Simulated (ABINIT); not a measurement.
## Quasiparticle gap of SiC (Moissanite) in ABINIT

How does a plane-wave GW calculation on SiC (Moissanite) run from the first input to the gap?

Program: ABINIT 10.8.3. Level of theory: LDA and many-body steps on it, plane waves. Results are calculated unless marked as measured.

**Experimental background.**

- Gap 3.33 eV: band gap at cryogenic temperature; bulk crystal (literature value) (quoted in “Silicon carbide diodes for neutron detection”, 2020, arxiv:2009.14696).

This is a report of a sequence of runs, with most program output left out.

## 1. Set-up

It takes space group P6_3mc (No. 186, hexagonal). The conventional cell has a = 3.076 Å, b = 3.076 Å, c = 5.048 Å, α = 90.00°, β = 90.00°, γ = 120.00°. Nearest to Si lie 4 C at 1.87 to 1.94 Å. Nearest to C lie 4 Si at 1.87 to 1.94 Å. Farther neighbours are not listed.

The cell and positions come from the Crystallography Open Database and are kept as given unless a step says otherwise.

## 2. Ground state

This step: ABINIT 10.8.3; DFT, LDA, plane waves, norm-conserving pseudopotentials.

The ground-state density comes first.

The input, run.abi:

```
acell 3*1.0 Angstrom
rprim 
  3.075999999976 0.000000000005 0.000000000000
  -1.537999999993 2.663894142018 0.000000000000
  0.000000000000 0.000000000000 5.048000000000
ntypat 2
znucl 14 6
natom 4
typat 1 1 2 2
xred 
  0.333333333333 0.666666666667 0.000000000000
  0.666666666667 0.333333333333 0.500000000000
  0.333333333333 0.666666666667 0.385000000000
  0.666666666667 0.333333333333 0.885000000000
pp_dirpath "pseudos"
pseudos "Si.upf, C.upf"
ecut 37
ngkpt 6 6 4
nshiftk 1
shiftk 0 0 0
kptopt 1
chksymbreak 0
nband 14
occopt 1
tolvrs 1e-10
nstep 60
prtwf 0
optforces 0
optstress 0
indata_prefix "in"
outdata_prefix "out"
tmpdata_prefix "tmp"
```

Launch:

```bash
> OMP_NUM_THREADS=1 mpirun -n 4 abinit run.abi > log
```

The job ended after 7 s (4 MPI ranks of Intel Xeon Platinum 8559C (Emerald Rapids), shared host; peak memory 0.31 GiB; 27 s of CPU time).

Numbers from this step:

| Property | Result |
| --- | --- |
| total energy | -561.3949 eV |
| gap | 2.222 eV |
| k of the valence top | 0, 0, 0 |
| k of the conduction bottom | 0.3333, 0.3333, 0 |
| least direct gap | 3.994 eV |

The gap is indirect, with the least direct gap 1.77 eV higher.

## 3. Bands along the symmetry lines

The cheap functional maps the bands first; the places of the edges decide which points the dearer methods must see.

The input, run.abi:

```
acell 3*1.0 Angstrom
rprim 
  3.075999999976 0.000000000005 0.000000000000
  -1.537999999993 2.663894142018 0.000000000000
  0.000000000000 0.000000000000 5.048000000000
ntypat 2
znucl 14 6
natom 4
typat 1 1 2 2
xred 
  0.333333333333 0.666666666667 0.000000000000
  0.666666666667 0.333333333333 0.500000000000
  0.333333333333 0.666666666667 0.385000000000
  0.666666666667 0.333333333333 0.885000000000
pp_dirpath "pseudos"
pseudos "Si.upf, C.upf"
ecut 37
iscf -2
irdden 1
kptopt 0
nkpt 75
kpt 
  0.00000000 0.00000000 0.00000000
  0.06250000 0.00000000 0.00000000
  0.12500000 0.00000000 0.00000000
  0.18750000 0.00000000 0.00000000
  0.25000000 0.00000000 0.00000000
  0.31250000 0.00000000 0.00000000
  0.37500000 0.00000000 0.00000000
  0.43750000 0.00000000 0.00000000
  0.50000000 0.00000000 0.00000000
  0.47916667 0.04166667 0.00000000
  0.45833333 0.08333333 0.00000000
  0.43750000 0.12500000 0.00000000
  0.41666666 0.16666666 0.00000000
  0.39583333 0.20833333 0.00000000
  0.37500000 0.25000000 0.00000000
  0.35416666 0.29166666 0.00000000
  0.33333333 0.33333333 0.00000000
  0.29166666 0.29166666 0.00000000
  0.25000000 0.25000000 0.00000000
  0.20833333 0.20833333 0.00000000
  0.16666666 0.16666666 0.00000000
  0.12500000 0.12500000 0.00000000
  0.08333333 0.08333333 0.00000000
  0.04166667 0.04166667 0.00000000
  0.00000000 0.00000000 0.00000000
  0.00000000 0.00000000 0.06250000
  0.00000000 0.00000000 0.12500000
  0.00000000 0.00000000 0.18750000
  0.00000000 0.00000000 0.25000000
  0.00000000 0.00000000 0.31250000
  0.00000000 0.00000000 0.37500000
  0.00000000 0.00000000 0.43750000
  0.00000000 0.00000000 0.50000000
  0.06250000 0.00000000 0.50000000
  0.12500000 0.00000000 0.50000000
  0.18750000 0.00000000 0.50000000
  0.25000000 0.00000000 0.50000000
  0.31250000 0.00000000 0.50000000
  0.37500000 0.00000000 0.50000000
  0.43750000 0.00000000 0.50000000
  0.50000000 0.00000000 0.50000000
  0.47916667 0.04166667 0.50000000
  0.45833333 0.08333333 0.50000000
  0.43750000 0.12500000 0.50000000
  0.41666666 0.16666666 0.50000000
  0.39583333 0.20833333 0.50000000
  0.37500000 0.25000000 0.50000000
  0.35416666 0.29166666 0.50000000
  0.33333333 0.33333333 0.50000000
  0.29166666 0.29166666 0.50000000
  0.25000000 0.25000000 0.50000000
  0.20833333 0.20833333 0.50000000
  0.16666666 0.16666666 0.50000000
  0.12500000 0.12500000 0.50000000
  0.08333333 0.08333333 0.50000000
  0.04166667 0.04166667 0.50000000
  0.00000000 0.00000000 0.50000000
  0.50000000 0.00000000 0.50000000
  0.50000000 0.00000000 0.43750000
  0.50000000 0.00000000 0.37500000
  0.50000000 0.00000000 0.31250000
  0.50000000 0.00000000 0.25000000
  0.50000000 0.00000000 0.18750000
  0.50000000 0.00000000 0.12500000
  0.50000000 0.00000000 0.06250000
  0.50000000 -0.00000000 0.00000000
  0.33333333 0.33333333 0.50000000
  0.33333333 0.33333333 0.43750000
  0.33333333 0.33333333 0.37500000
  0.33333333 0.33333333 0.31250000
  0.33333333 0.33333333 0.25000000
  0.33333333 0.33333333 0.18750000
  0.33333333 0.33333333 0.12500000
  0.33333333 0.33333333 0.06250000
  0.33333333 0.33333333 0.00000000
istwfk *1
nband 15
nbdbuf 2
tolwfr 1e-08
nstep 40
prtwf 0
prtvol 0
indata_prefix "in"
outdata_prefix "out"
tmpdata_prefix "tmp"
```

Elapsed: 11 s, on 4 MPI ranks; peak memory 0.32 GiB.

Numbers from this step:

| Quantity | Value |
| --- | --- |
| gap | 2.222 eV |
| k of the valence top | 0, 0, 0 |
| k of the conduction bottom | 0.3333, 0.3333, 0 |
| least direct gap | 3.994 eV |

The gap is 2.222 eV, as in the run before at this level.

The electronic bands at the labelled points (eV, zero at the top of the highest filled band; v1 is the highest filled band, c1 the lowest empty one):

| point | v4 | v3 | v2 | v1 | c1 | c2 | c3 | c4 |
| --- | --- | --- | --- | --- | --- | --- | --- | --- |
| Γ | -1.56 | -0.27 | -0.27 | 0.00 | 4.58 | 6.03 | 6.41 | 6.41 |
| halfway | -3.19 | -2.75 | -0.93 | -0.90 | 3.80 | 5.65 | 6.94 | 7.61 |
| M | -5.45 | -3.55 | -3.29 | -1.49 | 2.50 | 4.13 | 6.68 | 7.14 |
| halfway | -5.50 | -4.80 | -3.36 | -2.83 | 3.17 | 4.87 | 7.43 | 8.21 |
| K | -6.49 | -4.13 | -4.05 | -4.05 | 2.22 | 7.86 | 8.55 | 8.55 |
| halfway | -4.34 | -3.06 | -1.74 | -1.18 | 5.01 | 5.55 | 6.72 | 6.87 |
| Γ | -1.56 | -0.27 | -0.27 | 0.00 | 4.58 | 6.03 | 6.41 | 6.41 |
| halfway | -1.39 | -1.39 | -0.49 | -0.49 | 4.86 | 6.53 | 6.53 | 6.77 |
| A | -0.96 | -0.96 | -0.96 | -0.96 | 5.65 | 5.65 | 7.08 | 7.08 |
| halfway | -3.08 | -3.08 | -1.96 | -1.96 | 4.28 | 4.28 | 7.04 | 7.04 |
| L | -2.69 | -2.69 | -2.34 | -2.34 | 3.11 | 3.11 | 4.90 | 4.90 |
| halfway | -4.47 | -4.47 | -1.95 | -1.95 | 4.07 | 4.07 | 6.02 | 6.02 |
| H | -5.89 | -5.89 | -1.76 | -1.76 | 4.77 | 4.77 | 5.87 | 5.87 |
| halfway | -3.20 | -3.20 | -2.66 | -2.66 | 4.95 | 4.95 | 7.25 | 7.25 |
| A | -0.96 | -0.96 | -0.96 | -0.96 | 5.65 | 5.65 | 7.08 | 7.08 |
| jump to L | -2.69 | -2.69 | -2.34 | -2.34 | 3.11 | 3.11 | 4.90 | 4.90 |
| halfway | -4.17 | -3.32 | -2.35 | -1.90 | 2.84 | 3.13 | 6.32 | 6.75 |
| M | -5.45 | -3.55 | -3.29 | -1.49 | 2.50 | 4.13 | 6.68 | 7.14 |
| jump to H | -5.89 | -5.89 | -1.76 | -1.76 | 4.77 | 4.77 | 5.87 | 5.87 |
| halfway | -6.69 | -4.78 | -2.85 | -2.85 | 3.41 | 6.28 | 6.28 | 7.56 |
| K | -6.49 | -4.13 | -4.05 | -4.05 | 2.22 | 7.86 | 8.55 | 8.55 |

## 4. Empty states on the mesh, 3×3×2 mesh, 43 bands

The sums over transitions need many empty states on a uniform mesh; this step solves for them.

The input, run.abi:

```
acell 3*1.0 Angstrom
rprim 
  3.075999999976 0.000000000005 0.000000000000
  -1.537999999993 2.663894142018 0.000000000000
  0.000000000000 0.000000000000 5.048000000000
ntypat 2
znucl 14 6
natom 4
typat 1 1 2 2
xred 
  0.333333333333 0.666666666667 0.000000000000
  0.666666666667 0.333333333333 0.500000000000
  0.333333333333 0.666666666667 0.385000000000
  0.666666666667 0.333333333333 0.885000000000
pp_dirpath "pseudos"
pseudos "Si.upf, C.upf"
ecut 37
ngkpt 3 3 2
nshiftk 1
shiftk 0 0 0
kptopt 1
chksymbreak 0
iscf -2
irdden 1
istwfk *1
nband 43
nbdbuf 4
tolwfr 1e-09
nstep 60
prtvol 0
indata_prefix "in"
outdata_prefix "out"
tmpdata_prefix "tmp"
```

The job ended after 5.2 s (4 MPI ranks; peak memory 0.28 GiB).

Numbers from this step:

| Quantity | Value |
| --- | --- |
| gap | 2.222 eV |
| k of the valence top | 0, 0, 0 |
| k of the conduction bottom | 0.3333, 0.3333, 0 |
| least direct gap | 4.311 eV |
| k points computed | 6 |
| lowest point of the top converged band, above the valence top | 34.39 eV |

On this mesh the gap is 2.222 eV.

## 5. Screening, 3×3×2 mesh, 39 bands, screening to 108.8 eV

The RPA dielectric matrix is built and inverted for each q.

This step: RPA screening on LDA, plane waves, norm-conserving pseudopotentials.

run.abi: that of step 4 with these lines changed.

```diff
@@ -22,10 +22,11 @@
 chksymbreak 0
-iscf -2
-irdden 1
 istwfk *1
-nband 43
-nbdbuf 4
-tolwfr 1e-09
-nstep 60
-prtvol 0
+occopt 1
+irdwfk 1
+optdriver 3
+nband 39
+ecuteps 4
+inclvkb 2
+awtr 1
+symchi 1
 indata_prefix "in"
```

Run time: 2.9 s. Hardware: 4 MPI ranks; peak memory 0.11 GiB.

This step gave:

| Item | Value |
| --- | --- |
| ε∞ with local fields, on this mesh, along the program's q direction | 8.789 |
| the same without local fields | 9.616 |
| plasma frequency | 23.09 eV |
| plane waves in the screening matrix | 111 |

Local fields lower ε∞ by 9 %. On a Γ-centred mesh this coarse the value itself is usually too large, while a short band sum pulls it down.

## 6. Self-energy, 3×3×2 mesh, 39 bands, screening to 108.8 eV

The self-energy is evaluated for the states that the input lists, and the levels follow from it, in one-shot runs by the linearised quasiparticle equation.

This step: G0W0 on LDA, plane waves, norm-conserving pseudopotentials.

run.abi: that of step 5 with these lines changed.

```diff
@@ -25,8 +25,19 @@
 irdwfk 1
-optdriver 3
+optdriver 4
 nband 39
+gwcalctyp 0
+ecutsigx 37
+symsigma 1
+nkptgw 3
+kptgw 
+  0.0000000000 0.0000000000 0.0000000000
+  0.3333333333 0.3333333333 0.0000000000
+  0.3333333333 0.0000000000 0.0000000000
+bdgw 
+  6 10
+  7 10
+  7 10
 ecuteps 4
-inclvkb 2
-awtr 1
-symchi 1
+irdscr 1
+ppmodel 1
 indata_prefix "in"
```

Run time: 2.9 s. Hardware: 4 MPI ranks; peak memory 0.1 GiB; 11 s of CPU time.

This step gave:

* G0W0 gap on the points computed: 2.785 eV
* starting gap on the mesh: 2.222 eV
* k of the valence top: 0, 0, 0
* k of the conduction bottom: 0.3333, 0.3333, 0
* Z at the valence top: 0.802
* Z at the conduction bottom: 0.831
* least direct G0W0 gap on the computed points: 5.240 eV

The gap on the mesh goes from 2.22 eV to 2.79 eV, a correction of +0.56 eV.

Limits: finite bands, cutoff and mesh; coarse k mesh. v1 is the top filled band, c1 the lowest empty one. The levels before and after the correction (eV, zero at the valence-band top of each column):

|  | conduction bottom | valence top |
| --- | --- | --- |
| Kohn-Sham | 2.22 | 0.00 |
| G0W0 | 2.79 | 0.00 |

|  | level | energy (eV) |
| --- | --- | --- |
| Kohn-Sham | Γ v3-v2 | -0.273 |
| Kohn-Sham | Γ v1 | 0.000 |
| Kohn-Sham | Γ c1 | 4.582 |
| Kohn-Sham | Γ c2 | 6.034 |
| Kohn-Sham | (0.333 0.333 0) v2-v1 | -4.051 |
| Kohn-Sham | (0.333 0.333 0) c1 | 2.222 |
| Kohn-Sham | (0.333 0.333 0) c2 | 7.861 |
| G0W0 | Γ v3-v2 | -0.382 |
| G0W0 | Γ v1 | 0.000 |
| G0W0 | Γ c1 | 5.344 |
| G0W0 | Γ c2 | 6.731 |
| G0W0 | (0.333 0.333 0) v2-v1 | -4.525 |
| G0W0 | (0.333 0.333 0) c1 | 2.785 |
| G0W0 | (0.333 0.333 0) c2 | 8.942 |

## 7. Where the time went

Times are wall times on 4 MPI ranks of Intel Xeon Platinum 8559C (Emerald Rapids), shared host, good to a factor of about two.

| step | time | share | memory (GiB) |
| --- | --- | --- | --- |
| ground state | 7 s | 24 % | 0.31 |
| bands along the symmetry lines | 11 s | 38 % | 0.32 |
| empty states on the mesh | 5.2 s | 18 % | 0.28 |
| screening | 2.9 s | 10 % | 0.11 |
| self-energy | 2.9 s | 10 % | 0.1 |

## 8. What came out

```json
{
 "LDA gap": "2.22 eV, indirect",
 "G0W0 gap on the mesh": "2.79 eV",
 "GW settings": "3×3×2 mesh, 39 bands, screening to 108.8 eV, Godby-Needs plasmon pole",
 "known limits": "not at the basis limit; coarse k mesh"
}
```

What this shows: G0W0 moves the gap on the mesh from 2.22 eV to 2.79 eV (+0.56 eV), with Z of 0.80 and 0.83 at the edges. Local fields lower the RPA ε∞ on this mesh from 9.62 to 8.79; a Γ-centred mesh this coarse tends to raise both, most where the direct gap is narrow, while a short band sum lowers them. Only 3 of the mesh's irreducible points were corrected, so a valley elsewhere could overtake. The dearest step here is «bands along the symmetry lines». Against experiment, by G0W0@LDA: the gap of 2.79 eV lies −0.54 eV from the measured 3.33 eV (kind not stated, quoted 2020). The calculation has static nuclei and no excitons; a measured gap holds zero-point and thermal motion, which mostly lowers it. Bands and cutoff are finite, so the gap is not at the basis limit. The miss can reach some tenths of an eV and take either sign; the mesh is an error of its own. In the G0W0 run levels were corrected at 3 k points alone, so a gap called «on the mesh» is the least over those, and an edge elsewhere would be missed. The 3×3×2 mesh is coarse for this cell, which bears on the long-range parts of exchange and screening.

[Paths, hosts, dates, memory and timing lines, banners, echoed tables and standing remarks are left out of the program output.]

[Logs are printed without paths, hosts, clocks, repeated set-up lines and the standing remarks that a program may print on its own settings, such as how far it seeks lower states.]

[Runs of the session that timed out or met a known fault of the program may be left out.]

[Hosts, paths, dates, database ids (printed as entryN), source tags and the programs' standing remarks are cut or masked in the printed files.]

[G0W0 gaps are taken among the corrected bands and points alone; a level outside them can change the order at an edge.]

[Where Ansatz stands beside ABINIT at settings called matched, ABINIT's density can come from a denser mesh and the files from another edition; pairs whose starting gaps differed by over 0.03 eV were left out, so agreement reads better than it is.]
